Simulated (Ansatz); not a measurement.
# The perfect C wire along [111], 14 atoms a period, H-terminated, part 2 of 2

Wanted: the relaxed geometry and the bands of the C wire along [111], 14 atoms a period, H-terminated.

Ansatz 0.2.0; DFT PBE, plane waves, PAW; relaxation of a wire's period; PAW set soft_1 (the session's first sound run).

So far. Step 2 (Relaxing the period): The cell's length comes to 6.362 Å with spin left out.

**3. Bands of the perfect wire**

This step: DFT PBE, plane waves, PAW; bands of a perfect wire; PAW set soft_1 (Ansatz 0.2.0).

At the relaxed period the bands are computed along the axis; those that cross an energy going forward count the channels that a perfect wire would open there.

input.yaml reads:

```yaml
crystal:
  lattice:
    - [11.153, 0.0, 0.0]
    - [0.0, 11.827, 0.0]
    - [0.0, 0.0, 6.3617675817]
  atoms:
    - { symbol: C, position: [0.388254397, 0.439154561, 0.007050078] }
    - { symbol: C, position: [0.611774613, 0.439154561, 0.007050078] }
    - { symbol: C, position: [0.388333707, 0.439194397, 0.24839435] }
    - { symbol: C, position: [0.500014505, 0.621608421, 0.248400948] }
    - { symbol: C, position: [0.611695303, 0.439194397, 0.24839435] }
    - { symbol: H, position: [0.307209544, 0.604963872, 0.278673487] }
    - { symbol: H, position: [0.500014505, 0.290057266, 0.278666604] }
    - { symbol: H, position: [0.692819466, 0.604963872, 0.278673487] }
    - { symbol: H, position: [0.307209544, 0.395036128, 0.304659846] }
    - { symbol: H, position: [0.500014505, 0.709942734, 0.304666729] }
    - { symbol: H, position: [0.692819466, 0.395036128, 0.304659846] }
    - { symbol: C, position: [0.388333707, 0.560805603, 0.334938983] }
    - { symbol: C, position: [0.500014505, 0.378391579, 0.334932385] }
    - { symbol: C, position: [0.611695303, 0.560805603, 0.334938983] }
    - { symbol: C, position: [0.388254397, 0.560845439, 0.576283256] }
    - { symbol: C, position: [0.500014505, 0.378306548, 0.576279582] }
    - { symbol: C, position: [0.611774613, 0.560845439, 0.576283256] }
    - { symbol: H, position: [0.305779065, 0.519439907, 0.632052021] }
    - { symbol: H, position: [0.385035104, 0.648902174, 0.632063692] }
    - { symbol: H, position: [0.420753969, 0.331651291, 0.632054978] }
    - { symbol: H, position: [0.579275041, 0.331651291, 0.632054978] }
    - { symbol: H, position: [0.614993906, 0.648902174, 0.632063692] }
    - { symbol: H, position: [0.694249945, 0.519439907, 0.632052021] }
    - { symbol: C, position: [0.500014505, 0.500000864, 0.666790904] }
    - { symbol: C, position: [0.500014505, 0.499999136, 0.916542429] }
    - { symbol: H, position: [0.305779065, 0.480560093, 0.951281312] }
    - { symbol: H, position: [0.385035104, 0.351097826, 0.951269641] }
    - { symbol: H, position: [0.420753969, 0.668348709, 0.951278355] }
    - { symbol: H, position: [0.579275041, 0.668348709, 0.951278355] }
    - { symbol: H, position: [0.614993906, 0.351097826, 0.951269641] }
    - { symbol: H, position: [0.694249945, 0.480560093, 0.951281312] }
    - { symbol: C, position: [0.500014505, 0.621693452, 0.007053752] }
kpoints:
  mp_grid: { grid: [1, 1, 13] }
  band_path: { path: ["Γ", Z], npoints: 90 }
scf:
  occupations: { method: fermi_dirac, width: 0.05 }
hamiltonian:
  xc: pbe
  pseudopotentials: { kind: paw, azcp: { folder: soft_1 } }
output:
  dos: { e_range: [-5, 4] }
  write_potential: true
  write_density: true
  volumetric_format: npy
```

On the command line:

```bash
> ansatz run input.yaml --threads 4 --pin off --max-ram 16384MiB --backend cpu --events-out ev --progress --plain --runs-dir out
```

Numbers of over 12 decimals in the logs are rounded to 6 here.

The program printed:

```text
[...]
Crystal: 32 atoms, lattice volume = 839.159 Å³
Basis set: ecut = 420 eV, 16423 PW (Γ)
Bands: 69, of which v1, the nominal top of the filled ones, is band 37 counted from 1 (36 counted from 0)
Symmetry: 4 space group operations
[...]
k-points: 7 of 13
[...]
SCF iter   1: F=—  HF=-3818.448218 eV  |F-HF|=—  |Δ(HF+E_count)|=         —  Δρ=6.70e-2  dr2=4.55e1  ethr=3.10e-3  ⟨swp⟩=8.4  Hψ=2736  notcnv=0  defer=24
[...]
SCF iter   9: F=-3802.452087 eV  HF=-3802.452087 eV  |F-HF|=3.90e-9  |Δ(HF+E_count)|=   4.77e-8  Δρ=2.38e-6  dr2=4.27e-8  ethr=1.35e-10  ⟨swp⟩=27.1  Hψ=4569  notcnv=0
SCF 1 converged in 9 iterations: F = -3802.452087 eV  dr2 = 4.27e-8
[...]
NSCF: frozen V_eff on 91 k-points
WARN: The output density's exchange-correlation potential varies sharply where the density is thin. Do not read a vacuum level from v_tot or v_xc, or from such a field of the output density. On a cell that repeats whose density bears no net charge and no dipole along the vacuum's axis use v_es (v_loc + v_h of the components); under efield.dipole_correction with no amplitude use v_es + v_field, which holds any externa [...]
SCF converged after 9 iterations
Free energy (F): -3802.452087 eV
[...]
Internal energy: -3802.452087 eV  (E = F + TS)
E sigma→0 (E₀):  -3802.452087 eV
Fermi energy:    -1.570280 eV
[...]
--- Band table (eV; the first three rows and the last of 7) ---
  k-point 0: bands = [... 33 lower, -5.3548, -4.1433, -4.1431, -3.9460, 0.8183, 1.6627, 1.7317, 1.8781, ... 28 higher]
  k-point 1: bands = [... 33 lower, -5.3570, -4.1477, -4.1476, -3.9769, 0.8337, 1.6792, 1.7558, 1.8980, ... 28 higher]
  k-point 2: bands = [... 33 lower, -5.2640, -4.1638, -4.1637, -4.0693, 0.8805, 1.7312, 1.8252, 1.9578, ... 28 higher]
  k-point 6: bands = [... 33 lower, -4.5803, -4.5802, -4.4296, -4.4296, 1.4202, 1.7147, 2.3447, 2.4796, ... 28 higher]
```

Elapsed: 49 s, on 4 threads of AMD EPYC 7R13 (Zen 3), shared host; peak memory 3 GiB; 3.2 min of CPU time.

Numbers from this step:

```yaml
band_gap: 4.764 eV
```

Electronic bands along the path, in eV, zero at the Fermi level; v1 is the highest filled band, c1 the lowest empty one:

```csv
point,v4,v3,v2,v1,c1,c2,c3,c4
Γ,-3.78,-2.57,-2.57,-2.38,2.39,3.23,3.30,3.45
halfway,-3.45,-2.70,-2.64,-2.64,2.56,3.42,3.54,3.66
Z,-2.97,-2.97,-2.89,-2.89,3.05,3.21,4.01,4.06
```

The gap is 4.76 eV, with spin left out.

On this path the gap is direct, 4.76 eV, with the valence top at Γ and the conduction bottom at Γ.

**4. Levels at the same atoms, cutoff 500 eV, k-mesh 1×1×10**

This step: DFT r2SCAN, plane waves, PAW; bands of a perfect wire at the PBE geometry; PAW set soft_1 (Ansatz 0.2.0).

The atoms stay at the PBE geometry and the functional changes. r2SCAN also reads the kinetic-energy density; it often gives larger moments and wider gaps than PBE, at a higher cost. Against the first PBE run of this kind, the cutoff is 500 eV against 420 and the mesh along the wire has 10 points against 13.

Edit input.yaml of step 3 so:

```diff
@@ -39,3 +39,3 @@
 kpoints:
-  mp_grid: { grid: [1, 1, 13] }
+  mp_grid: { grid: [1, 1, 10] }
   band_path: { path: ["Γ", Z], npoints: 90 }
@@ -44,8 +44,3 @@
 hamiltonian:
-  xc: pbe
+  xc: r2scan
   pseudopotentials: { kind: paw, azcp: { folder: soft_1 } }
-output:
-  dos: { e_range: [-5, 4] }
-  write_potential: true
-  write_density: true
-  volumetric_format: npy
```

The program printed:

```text
[...]
Crystal: 32 atoms, lattice volume = 839.159 Å³
Basis set: ecut = 500 eV, 21349 PW (Γ), exchange–correlation on 360×360×192 points (64 copies of the dense FFT grid, shifted against one another)
Bands: 69, of which v1, the nominal top of the filled ones, is band 37 counted from 1 (36 counted from 0)
Symmetry: 4 space group operations
[...]
k-points: 6 of 10
[...]
SCF iter   1: F=—  HF=-3826.390563 eV  |F-HF|=—  |Δ(HF+E_count)|=         —  Δρ=6.44e-2  dr2=4.13e1  dr2_τ=5.14e0  ethr=3.10e-3  ⟨swp⟩=8.8  Hψ=2394  notcnv=0  defer=36
[...]
SCF iter   9: F=-3813.918914 eV  HF=-3813.918914 eV  |F-HF|=3.13e-8  |Δ(HF+E_count)|=   1.30e-7  Δρ=1.60e-6  dr2=1.25e-8  dr2_τ=2.62e-9  ethr=1.35e-10  ⟨swp⟩=28.5  Hψ=4181  notcnv=0
SCF 1 converged in 9 iterations: F = -3813.918914 eV  dr2 = 1.25e-8
[...]
SCF converged after 9 iterations
Free energy (F): -3813.918914 eV
[...]
Internal energy: -3813.918914 eV  (E = F + TS)
E sigma→0 (E₀):  -3813.918914 eV
Fermi energy:    -1.404903 eV
[...]
--- Band table (eV; the first three rows and the last of 6) ---
  k-point 0: bands = [... 33 lower, -5.6314, -4.3588, -4.3586, -4.1170, 1.3242, 2.2084, 2.3133, 2.4546, ... 28 higher]
  k-point 1: bands = [... 33 lower, -5.6290, -4.3675, -4.3673, -4.1733, 1.3504, 2.2376, 2.3537, 2.4888, ... 28 higher]
  k-point 2: bands = [... 33 lower, -5.4123, -4.4002, -4.4001, -4.3411, 1.4312, 2.3301, 2.4700, 2.5925, ... 28 higher]
  k-point 5: bands = [... 33 lower, -4.7825, -4.7824, -4.6921, -4.6920, 2.0093, 2.1301, 2.9655, 3.1027, ... 28 higher]
```

Wall time 79 s (4 threads); peak memory 4.8 GiB; 5.1 min of CPU time.

This step gave:

| Item | Value |
| --- | --- |
| band gap | 5.441 eV |

The electronic bands at the labelled points (eV, zero at the Fermi level; v1 is the highest filled band, c1 the lowest empty one):

```csv
point,v4,v3,v2,v1,c1,c2,c3,c4
Γ,-4.23,-2.95,-2.95,-2.71,2.73,3.61,3.72,3.86
halfway,-3.88,-3.06,-3.02,-3.02,2.90,3.81,3.96,4.08
Z,-3.38,-3.38,-3.29,-3.29,3.41,3.54,4.37,4.51
```

The gap is 5.44 eV, against 4.76 eV under PBE at the relaxed period.

**5. Levels at the same atoms, level HSE06, cutoff 420 eV**

This step: DFT HSE06, plane waves, PAW; levels of a perfect wire at the PBE geometry; PAW set soft_1 (Ansatz 0.2.0).

The atoms stay at the PBE geometry and the functional changes. HSE06 mixes in a quarter of short-range exact exchange, which removes part of the self-interaction that closes gaps; it is dear, so the mesh is thinner and no path is run. Against the first PBE run of this kind, the mesh along the wire has 5 points against 13.

Edit input.yaml of step 4 so:

```diff
@@ -39,4 +39,3 @@
 kpoints:
-  mp_grid: { grid: [1, 1, 10] }
-  band_path: { path: ["Γ", Z], npoints: 90 }
+  mp_grid: { grid: [1, 1, 5] }
 scf:
@@ -44,3 +43,3 @@
 hamiltonian:
-  xc: r2scan
+  xc: hse06
   pseudopotentials: { kind: paw, azcp: { folder: soft_1 } }
```

The program printed:

```text
[...]
Crystal: 32 atoms, lattice volume = 839.159 Å³
Basis set: ecut = 420 eV, 16423 PW (Γ)
Bands: 69, of which v1, the nominal top of the filled ones, is band 37 counted from 1 (36 counted from 0)
Symmetry: 4 space group operations
[...]
k-points: 3 of 5
[...]
SCF iter   6: F=-3802.453705 eV  HF=-3802.453635 eV  |F-HF|=6.99e-5  |Δ(HF+E_count)|=   4.55e-4  Δρ=2.29e-4  dr2=2.55e-4  ethr=4.19e-6  ⟨swp⟩=3.0  Hψ=332  notcnv=0
[...]
Internal energy: -3803.964142 eV  (E = F + TS)
E sigma→0 (E₀):  -3803.964142 eV
Fermi energy:    -1.854481 eV
[...]
--- Band table (eV) ---
  k-point 0: bands = [... 33 lower, -6.2910, -4.9686, -4.9683, -4.7094, 1.0075]
  k-point 1: bands = [... 33 lower, -6.0649, -5.0121, -5.0118, -4.9420, 1.1232]
  k-point 2: bands = [... 33 lower, -5.5677, -5.5675, -5.1968, -5.1965, 1.4916]
  guard bands above this table: 31 of the run's 69 bands. The solve was not asked for them (output.publish_guard_bands: true or output.eigenvalues: true publishes all)
[key lines of the parts left out:]
Free energy (F): -3803.964142 eV
```

The job ended after 83 s (4 threads; peak memory 7.6 GiB).

This step gave:

```
band gap : 5.717 eV
```

The gap is 5.72 eV, against 4.76 eV under PBE at the relaxed period.

**6. Summary of results**

```
cell length, PBE : 6.362 Å
gap, PBE         : 4.76 eV
gap, r2SCAN      : 5.44 eV
gap, HSE06       : 5.72 eV
```

What this shows: Under PBE the cell's length is 6.36 Å, and a gap of 4.76 eV makes it a semiconductor. At the relaxed period the wire is gapped under every functional, from 4.76 eV (PBE) to 5.72 eV (HSE06). Weak screening in one dimension makes quasiparticle gaps larger than the semilocal gaps, as a rule. A hybrid's gap is read on a coarse mesh, without a band path.

[Logs are printed without paths, hosts, clocks, repeated set-up lines and the standing remarks that a program may print on its own settings, such as how far it seeks lower states.]

[Hosts, paths, dates, database ids (printed as entryN), source tags and the programs' standing remarks are cut or masked in the printed files.]
